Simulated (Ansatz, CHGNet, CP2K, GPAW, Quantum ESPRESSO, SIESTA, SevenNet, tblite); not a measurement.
# Generalised stacking fault on (111) (glide set) of a Ge-Sn solid solution (48 atoms) in CP2K, part 3 of 3

Wanted: CP2K inputs and outputs for generalised stacking fault on (111) (glide set) of a Ge-Sn solid solution (48 atoms), checked against a plane-wave reference.

Program: CP2K 2026.2; the method stands at each step. Banners, paths, timers and routine set-up lines are dropped from the logs unmarked, and long logs keep their key lines alone; longer cuts are marked.

So far. Step 5 (RPBE, PBE potentials, DZVP-MOLOPT-SR, 350/50 Ry …): Against the first run (8.5 %), the force difference from the reference is 8.7 %, at 1.1 times the CPU time; the model has changed, so this is no error of the program alone. Step 6 (PBE, DZVP-MOLOPT-SR, 350/30 Ry, diagonalisation): Against the first run (8.5 %), the force difference from the reference is 8.5 %, at 0.87 times the CPU time: the change moves forces by 0.16 meV/Å r.m.s., so most of the difference comes from elsewhere.

## 7. GFN1-xTB, diagonalisation

Method: GFN1-xTB tight binding (the program's own implementation), diagonalisation.

Input file input.inp:

```
&GLOBAL
  PROJECT cell
  RUN_TYPE ENERGY_FORCE
  PRINT_LEVEL LOW
&END GLOBAL
&FORCE_EVAL
  METHOD QS
  STRESS_TENSOR ANALYTICAL
  &DFT
    &QS
      METHOD XTB
      &XTB
        GFN_TYPE 1
        DO_EWALD T
        CHECK_ATOMIC_CHARGES F
      &END XTB
    &END QS
    &SCF
      SCF_GUESS ATOMIC
      EPS_SCF 1.0E-06
      MAX_SCF 200
      ADDED_MOS 36
      &DIAGONALIZATION
        ALGORITHM STANDARD
      &END DIAGONALIZATION
      &SMEAR ON
        METHOD FERMI_DIRAC
        ELECTRONIC_TEMPERATURE [K] 580
      &END SMEAR
      &MIXING
        METHOD BROYDEN_MIXING
        ALPHA 0.15
        NBROYDEN 8
      &END MIXING
      &PRINT
        &RESTART OFF
        &END RESTART
      &END PRINT
    &END SCF
    &PRINT
      &MULLIKEN ON
      &END MULLIKEN
    &END PRINT
  &END DFT
  &SUBSYS
    &CELL
      A 8.33424 0.00000 0.00000
      B 0.00000 7.21767 0.00000
      C 3.47263 0.00000 20.51464
    &END CELL
    &COORD
      Ge 6.19927 3.60364 0.49338
      Sn 6.24284 3.65301 2.97914
      Sn 6.34713 6.01023 3.90004
      Ge 6.33783 5.96115 6.31912
      Sn 1.96446 3.63612 0.43224
      Ge 2.18287 3.61728 2.98734
      Ge 2.03670 5.97363 3.73777
      Ge 2.12696 6.14931 6.41267
      Ge 4.15704 0.04143 0.37275
      Ge 4.07658 7.14275 3.05730
      Sn 4.17603 2.38125 3.84814
      Ge 4.25137 2.34372 6.34682
      Sn 4.02428 4.79087 7.22279
      Sn 4.17425 4.81281 9.75758
      Ge 6.18839 1.26107 7.25008
      Ge 6.22925 1.23336 9.74445
      Ge 6.22120 3.57340 10.64812
      Ge 6.28374 3.63114 13.23215
      Ge 6.23032 6.11712 14.10956
      Ge 6.18237 5.88767 16.64496
[... 24 atom lines left out ...]
      Sn 8.30051 4.79701 17.33323
      Ge 8.29591 4.81707 20.00362
      Ge 10.36022 1.28662 17.51478
      Ge 10.39961 1.23090 19.91089
    &END COORD
  &END SUBSYS
  &PRINT
    &FORCES ON
    &END FORCES
    &STRESS_TENSOR ON
    &END STRESS_TENSOR
  &END PRINT
&END FORCE_EVAL
```

Command:

```console
$ OMP_NUM_THREADS=1 cp2k.psmp -i input.inp > output.txt
```

Numbers of over 12 decimals in the logs are rounded to 6 here.

What it wrote:

```text
CP2K| version string:                                       CP2K version 2026.2
 CP2K| Input file name                                                 input.inp
 GLOBAL| Basis set file name                                           BASIS_SET
 GLOBAL| Potential file name                                           POTENTIAL
 GLOBAL| Run type                                                   ENERGY_FORCE
 GLOBAL| Total number of message passing processes                             1
 GLOBAL| Number of threads for this process                                    1
                  #####   #####        #          ####### ######
                 #     # #     #      #              #    #     #
                 #     # #           #    ##   ##    #    #     #
[... lines left out ...]
                        Smear method:                                FERMI_DIRAC
[... lines left out ...]
 Number of electrons:                                                        192
[... lines left out ...]
  Step     Update method      Time    Convergence         Total energy    Change
[... lines left out ...]
     2 Mixing/Diag.0.15E+00    0.1     1.75902515       -85.4843043477  6.10E+00
     3 Broy./Diag. 0.15E+00    0.1     2.34807311       -78.6015211629  6.88E+00
     4 Broy./Diag. 0.15E+00    0.1     2.32538704       -46.8602155304  3.17E+01
     5 Broy./Diag. 0.15E+00    0.1     0.95061498       -84.1868397589 -3.73E+01
[... lines left out ...]
   199 Broy./Diag. 0.15E+00    0.1    21.05957726       692.9997967451 -8.87E+01
   200 Broy./Diag. 0.15E+00    0.1    18.17493689       616.3263401982 -7.67E+01
  Leaving inner SCF loop after reaching   200 steps.
  Core Hamiltonian energy:                                    315.008288
  Repulsive potential energy:                                   0.735876
  Electronic energy:                                          454.294661
  DFTB3 3rd order energy:                                    -153.363582
  Dispersion energy:                                           -0.344107
  Correction for halogen bonding:                               0.000000
  Electronic entropic energy:                                  -5.46926e-05
  Fermi energy:                                                -4.565513
  Total energy:                                               616.326340
  Total energy (extrapolated to T->0):                        616.326368
 *   ___                                                                       *
 *  /   \                                                                      *
 * [ABORT]                                                                     *
 *  \___/     SCF run NOT converged. To continue the calculation regardless,   *
 *    |             please set the keyword IGNORE_CONVERGENCE_FAILURE.         *
 *  O/|                                                                        *
 * /| |                                                                        *
```

It took 17 s on 1 thread of Arm Neoverse V1, shared host; peak memory 0.2 GiB.

The run stopped without converging, so its numbers are no property of the system.

## 8. Side by side

Differences are against the plane-wave reference, forces as r.m.s. over components; share is that over the reference's r.m.s. force, slope the least-squares factor from reference forces to these. Total energies of different programs have different zeros and aren't compared.

```csv
run,"Δ force, r.m.s. (meV/Å)",share (%),slope,Δ pressure (GPa),cores,CPU time,memory (GiB)
reference,-,-,-,-,4,12 min,3
"CP2K PBE, DZVP-MOLOPT-SR, 350/50 Ry, diagonalisation",195,8.55,0.922,0.363,2,3.2 min,1.5
"CP2K PBE, TZV2P-MOLOPT (SR for Ge, Sn), 350/50 Ry, diagonalisation",199,8.74,0.920,0.0699,4,4.2 min,3.4
"CP2K PBE+D3, DZVP-MOLOPT-SR, 350/50 Ry, diagonalisation",205,9.02,0.915,-0.261,2,3.2 min,1.5
"CP2K RPBE, PBE potentials, DZVP-MOLOPT-SR, 350/50 Ry, diagonalisation",199,8.73,0.921,0.683,2,3.3 min,1.5
"CP2K PBE, DZVP-MOLOPT-SR, 350/30 Ry, diagonalisation (coarse)",195,8.55,0.922,0.363,2,2.7 min,1.5
```

Rows marked coarse were listed beforehand as settings not expected to be converged; some can still land near the reference.

CPU time is summed over cores on a shared host, where runs went side by side, so it is rough. Symmetry, cutoffs, thresholds, outputs and thread counts weren't matched or tuned between programs; memory under MPI is the largest rank's times the ranks.

Mean charges by element (e), by run and scheme:

```csv
run,scheme,Ge,Sn
"CP2K PBE, DZVP-MOLOPT-SR, 350/50 Ry, diagonalisation",Mulliken,-0.03,+0.08
"CP2K PBE, DZVP-MOLOPT-SR, 350/50 Ry, diagonalisation",Hirshfeld,-0.03,+0.06
"CP2K PBE, TZV2P-MOLOPT (SR for Ge, Sn), 350/50 Ry, diagonalisation",Mulliken,-0.24,+0.57
"CP2K PBE, TZV2P-MOLOPT (SR for Ge, Sn), 350/50 Ry, diagonalisation",Hirshfeld,-0.03,+0.07
"CP2K PBE+D3, DZVP-MOLOPT-SR, 350/50 Ry, diagonalisation",Mulliken,-0.03,+0.08
"CP2K PBE+D3, DZVP-MOLOPT-SR, 350/50 Ry, diagonalisation",Hirshfeld,-0.03,+0.06
"CP2K RPBE, PBE potentials, DZVP-MOLOPT-SR, 350/50 Ry, diagonalisation",Mulliken,-0.03,+0.08
"CP2K RPBE, PBE potentials, DZVP-MOLOPT-SR, 350/50 Ry, diagonalisation",Hirshfeld,-0.03,+0.06
```

Within one program, basis, potentials and functional, energies share a zero. Each run against its twin at the usual cutoff or grid and solver:

```csv
run,twin,Δ energy (meV/atom),"Δ force, r.m.s. (meV/Å)",CPU time over the twin's
"CP2K PBE, DZVP-MOLOPT-SR, 350/30 Ry, diagonalisation","DZVP-MOLOPT-SR, 350/50 Ry, diagonalisation",-0.025,0.156,0.87
```

A second geometry, displaced anew (every atom was moved at random, 0.08 Å r.m.s. a Cartesian component), gives an energy difference that all programs can be tested on. The reference puts it at 61.49 meV/atom.

```csv
run,energy less the first geometry's (meV/atom),error (meV/atom),force share at the second geometry (%)
"CP2K PBE, DZVP-MOLOPT-SR, 350/50 Ry, diagonalisation",61.93,0.447,6.53
"CP2K PBE, TZV2P-MOLOPT (SR for Ge, Sn), 350/50 Ry, diagonalisation",61.73,0.242,6.67
"CP2K PBE+D3, DZVP-MOLOPT-SR, 350/50 Ry, diagonalisation",61.05,-0.440,7.08
"CP2K RPBE, PBE potentials, DZVP-MOLOPT-SR, 350/50 Ry, diagonalisation",62.10,0.613,6.79
"CP2K PBE, DZVP-MOLOPT-SR, 350/30 Ry, diagonalisation",61.93,0.442,6.53
```

## 9. Results

```json
{
  "nearest in forces": "a tie at 8.5 % of 2 runs: CP2K PBE, DZVP-MOLOPT-SR, 350/50 Ry, diagonalisation; CP2K PBE, DZVP-MOLOPT-SR, 350/30 Ry, diagonalisation (coarse)"
}
```

The PBE runs in local orbitals, coarse settings apart, differ by 8.5 % (CP2K PBE, DZVP-MOLOPT-SR, 350/50 Ry, diagonalisation) to 8.7 % (CP2K PBE, TZV2P-MOLOPT (SR for Ge, Sn), 350/50 Ry, diagonalisation); basis, grid and potentials can all enter. Rows with another functional or a dispersion term differ by 8.7 % (CP2K RPBE, PBE potentials, DZVP-MOLOPT-SR, 350/50 Ry, diagonalisation) to 9.0 % (CP2K PBE+D3, DZVP-MOLOPT-SR, 350/50 Ry, diagonalisation), which mixes the change of model with differences of basis and potentials, some of them made for another functional. Runs with settings chosen to be coarse differ by 8.5 % (CP2K PBE, DZVP-MOLOPT-SR, 350/30 Ry, diagonalisation), their programs' other errors included. Of the electronic-structure runs that take under half the reference's CPU time, CP2K PBE, DZVP-MOLOPT-SR, 350/30 Ry, diagonalisation is among the nearest, at 8.5 % in 2.7 min against 12 min. Charges hang on scheme and program or settings: among these rows the mean for Sn runs from +0.06 to +0.57 e. The energy difference between the two geometries, 61.5 meV/atom in the reference, is met best by CP2K PBE, TZV2P-MOLOPT (SR for Ge, Sn), 350/50 Ry, diagonalisation (+0.242) and worst by CP2K RPBE, PBE potentials, DZVP-MOLOPT-SR, 350/50 Ry, diagonalisation (+0.613). The potentials hold different valence shells: 672 electrons in the reference, 192 in CP2K with TZV2P-MOLOPT; this bears on time and differences. The reference's pressure holds the uncorrected Pulay stress of its 45 Ry basis, so small pressure differences, and their order, may be the reference's own error. The reference's stress is far from hydrostatic: its diagonal is 18.1, 4.6, 7.5 GPa, compression counted positive. The host structure and its lattice constant were typed by rule, without a check against the phase diagram. The reference's pressure of 10 GPa belongs to a cell and atoms that aren't relaxed at this level. The electronic-structure runs sample only Γ, in a cell whose shortest periodic width is 7 Å, which is coarse for a cell with partly filled levels.

[Also dropped from logs without a mark: logging warnings of Python, and SIESTA's first energy breakdown and zero terms.]

[Logs are printed without paths, hosts, clocks, repeated set-up lines and the standing remarks that a program may print on its own settings, such as how far it seeks lower states.]

[Hosts, paths, dates, database ids (printed as entryN), source tags and the programs' standing remarks are cut or masked in the printed files.]
